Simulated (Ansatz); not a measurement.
# Bands, cutoff and cost in G0W0 for Sr2SiS4 (P2_1/m), part 2 of 2

Aim: see how the G0W0 gap of Sr2SiS4 (P2_1/m) on r2SCAN moves with empty bands and screening cutoff, and what each rung costs.

Ansatz 0.2.0; G0W0 on r2SCAN, plane waves, PAW. Known limits of the many-body steps: not at the basis limit; no spin-orbit coupling; coarse k mesh.

So far. Step 4 (904 empty bands, screening to 110 eV): Against the run with 2×2×2 mesh, 420 empty bands, screening to 66 eV, the gap moves by +0.12 eV.

## Step 5: Changing the frequency model: 2×2×2 mesh, 420 empty bands, screening to 66 eV, plasmon pole

A plasmon pole stands in for the full frequency dependence of the screening; this run shows what that costs in accuracy. Bands and cutoff differ from the step before, so it is read against an earlier run that matches them.

input.yaml

```yaml
crystal:
  lattice:
    - [6.6087392105, 0.0, 0.0]
    - [0.0, 6.65954238, 0.0]
    - [-2.5827482587, 0.0, 7.848229828]
  atoms:
    - { symbol: Sr, position: [0.2836712, 0.75, 0.95180912] }
    - { symbol: Sr, position: [0.7163288, 0.25, 0.04819088] }
    - { symbol: Sr, position: [0.2248299, 0.75, 0.42926377] }
    - { symbol: Sr, position: [0.7751701, 0.25, 0.57073623] }
    - { symbol: Si, position: [0.72130103, 0.75, 0.7968462] }
    - { symbol: Si, position: [0.27869897, 0.25, 0.2031538] }
    - { symbol: S, position: [0.88645343, 0.75, 0.06157594] }
    - { symbol: S, position: [0.11354657, 0.25, 0.93842406] }
    - { symbol: S, position: [0.91690048, 0.75, 0.63566798] }
    - { symbol: S, position: [0.08309952, 0.25, 0.36433202] }
    - { symbol: S, position: [0.51038414, 0.50196672, 0.7372482] }
    - { symbol: S, position: [0.48961586, 0.00196672, 0.2627518] }
    - { symbol: S, position: [0.48961586, 0.49803328, 0.2627518] }
    - { symbol: S, position: [0.51038414, 0.99803328, 0.7372482] }
kpoints:
  mp_grid: { grid: [2, 2, 2] }
hamiltonian:
  xc: r2scan
scf:
  occupations: { method: fixed }
gw:
  n_empty_bands: 420
  ecut_chi: 66
  qp_bands: [v4, c4]
  qp_kpoints: band_edges
  screening: { model: godby_needs }
```

On the command line:

```console
ansatz run input.yaml --threads 24 --pin off --max-ram 82944MiB --backend cuda --events-out ev --progress --plain --runs-dir out --devices 1 --max-vram 78GiB
```

Numbers of over 12 decimals in the logs are rounded to 6 here.

The program printed:

```text
GPUs: using 1 of 1 available (devices: 1).
[...]
Crystal: 14 atoms, lattice volume = 345.410 Å³
Basis set: ecut = 500 eV, 8735 PW (Γ), exchange–correlation on 200×200×256 points (64 copies of the dense FFT grid, shifted against one another)
Bands: 62, of which v1, the nominal top of the filled ones, is band 48 counted from 1 (47 counted from 0)
Symmetry: 4 space group operations
[...]
k-points: 8
[...]
1    50      9.5909    -7.8245    -3.7361   -12.4711  0.8232    10.5067    10.5014  root
     1    51      9.6499    -6.3444    -3.7012   -10.7689  0.8280    10.3769    10.3732  root
[...]
7    49      9.9845    -6.7122    -3.7425   -11.2370  0.8260    10.7705    10.7667  root
     7    50      9.9845    -6.7122    -3.7425   -11.2370  0.8260    10.7705    10.7667  root
     7    51     10.0826    -6.2416    -3.7726   -10.7838  0.8265    10.8560    10.8521  root
     7    52     10.0826    -6.2416    -3.7726   -10.7838  0.8265    10.8560    10.8521  root
[key lines of the parts left out:]
SCF converged after 7 iterations
```

Run time: 6.3 s. Hardware: 1 × NVIDIA GB200 (shared by 2 runs) with 24 threads of Arm Neoverse V2, shared host; peak memory 2.8 GiB.

This step gave:

```
bands summed                                 : 468
plasmon-pole fit frequency                   : 19.58 eV
RPA ε∞ on this mesh (eigenvalues)            : 3.978, 4.020, 4.312
plane waves in the screening matrix          : 431
G0W0 gap on the mesh                         : 4.546 eV
k of the valence top                         : 0, 0, 0
k of the conduction bottom                   : -0.5, 0, 0
starting gap on the mesh                     : 3.399 eV
least direct G0W0 gap on the computed points : 4.728 eV
```

Against the run with 2×2×2 mesh, 420 empty bands, screening to 66 eV, the gap moves by +0.013 eV.

## Step 6: Changing the files: 2×2×2 mesh, 420 empty bands, screening to 66 eV, hard PAW files

Other atomic data (hard PAW) test the pseudisation: the cutoff goes from 500 to 580 eV, with the same valence electrons.

Changes to input.yaml since step 5:

```diff
@@ -24,2 +24,3 @@
   xc: r2scan
+  pseudopotentials: { kind: paw, source: ansatz }
 scf:
@@ -31,2 +32,2 @@
   qp_kpoints: band_edges
-  screening: { model: godby_needs }
+  screening: { model: contour_deformation }
```

The program printed:

```text
GPUs: using 1 of 1 available (devices: 1).
[...]
Crystal: 14 atoms, lattice volume = 345.410 Å³
Basis set: ecut = 580 eV, 10925 PW (Γ), exchange–correlation on 240×240×300 points (64 copies of the dense FFT grid, shifted against one another)
Bands: 62, of which v1, the nominal top of the filled ones, is band 48 counted from 1 (47 counted from 0)
Symmetry: 4 space group operations
[...]
k-points: 8
[...]
1    50      9.6306    -7.8172    -3.7547   -12.4656  0.8119    10.5325    10.5242  root
     1    51      9.6913    -6.3274    -3.7265   -10.7567  0.8186    10.3992    10.3942  root
[...]
7    49     10.0250    -6.6987    -3.7647   -11.2313  0.8148    10.7992    10.7928  root
     7    50     10.0250    -6.6987    -3.7647   -11.2313  0.8148    10.7992    10.7928  root
     7    51     10.1239    -6.2206    -3.7977   -10.7726  0.8156    10.8845    10.8782  root
     7    52     10.1239    -6.2206    -3.7977   -10.7726  0.8156    10.8845    10.8782  root
[key lines of the parts left out:]
SCF converged after 8 iterations
```

It took 6.2 s on 1 × NVIDIA GB200 (shared by 2 runs) with 24 threads; peak memory 3.6 GiB; 26 s of CPU time.

This step gave:

| Property | Result |
| --- | --- |
| bands summed | 468 |
| RPA ε∞ on this mesh (eigenvalues) | 3.978, 4.019, 4.312 |
| plane waves in the screening matrix | 431 |
| G0W0 gap on the mesh | 4.531 eV |
| k of the valence top | 0, 0, 0 |
| k of the conduction bottom | -0.5, 0, 0 |
| starting gap on the mesh | 3.400 eV |
| least direct G0W0 gap on the computed points | 4.728 eV |

Against the run with 2×2×2 mesh, 420 empty bands, screening to 66 eV, the gap moves by −0.003 eV.

## Step 7: The runs together

Times are wall times on 1 × NVIDIA GB200 (shared by 2 runs) with 24 threads of Arm Neoverse V2, shared host, good to a factor of about two.

```
 mesh        files            frequency  bands summed  cutoff (eV)  start (eV)  G0W0 (eV)   time  host memory (GiB)
2×2×2  default PAW  contour deformation           196           33       3.399      4.494  4.1 s                1.9
2×2×2  default PAW  contour deformation           468           66       3.399      4.533  5.5 s                2.9
2×2×2  default PAW  contour deformation           952          110       3.399      4.655   11 s                4.4
2×2×2  default PAW         plasmon pole           468           66       3.399      4.546  6.3 s                2.8
2×2×2     hard PAW  contour deformation           468           66       3.400      4.531  6.2 s                3.6
```

The parts of the quasiparticle energy at the two band edges (eV; QP = start + Σx + Σc − Vxc):

```
      run               edge  start      Σx     Σc     Vxc     Z    QP
196 bands        valence top   5.28  -18.13   2.66  -15.34  0.79  5.15
196 bands  conduction bottom   8.68   -5.77  -3.27   -9.99  0.83  9.64
468 bands        valence top   5.28  -18.13   2.30  -15.34  0.78  4.79
468 bands  conduction bottom   8.68   -5.77  -3.59   -9.99  0.82  9.32
952 bands        valence top   5.28  -18.13   2.04  -15.34  0.78  4.53
952 bands  conduction bottom   8.68   -5.77  -3.73   -9.99  0.82  9.18
```

## Step 8: Summary of results

| Quantity | Value |
| --- | --- |
| 196 bands, 33 eV | 4.494 eV |
| 468 bands, 66 eV | 4.533 eV |
| 952 bands, 110 eV | 4.655 eV |
| estimated limit in bands and cutoff | 4.77 eV |
| mesh and start | 2×2×2, r2SCAN |

In words: A line in one over the bands through the two highest rungs gives 4.77 eV, +0.12 eV from the top rung; the pair below gives 4.56 eV, so the estimate is still climbing. The rungs stand 0.28 eV (196 bands), 0.24 eV (468 bands) and 0.12 eV (952 bands) from it. From 196 to 952 bands the gap moves by +0.16 eV while the time grows 2.7-fold. Σc changes by −0.62 eV at the valence top and −0.46 eV at the conduction bottom, so the levels themselves move more than the gap between them. The plasmon-pole model gives +0.01 eV against contour deformation, 1 % of the correction, and saved no time in this program. Hard PAW files move the gap by −0.003 eV at equal bands and cutoff, +0.0003 eV of it in the start. The 2×2×2 mesh is coarse for this cell (its supercell is 13 Å along the shortest edge). The RPA ε∞ on it, from the r2SCAN start, is 3.96, 4.01 and 4.30; such meshes misread the long-range screening, most where the gap is narrow. The many-body steps are scalar-relativistic: spin-orbit coupling is not in them.

[Paths, hosts, dates, memory and timing lines, banners, echoed tables and standing remarks are left out of the program output.]

[Logs are printed without paths, hosts, clocks, repeated set-up lines and the standing remarks that a program may print on its own settings, such as how far it seeks lower states.]

[Runs of the session that timed out or met a known fault of the program may be left out.]

[Cells called generated may have been cut or substituted from an entry of the Crystallography Open Database or the Materials Project.]

[Hosts, paths, dates, database ids (printed as entryN), source tags and the programs' standing remarks are cut or masked in the printed files.]
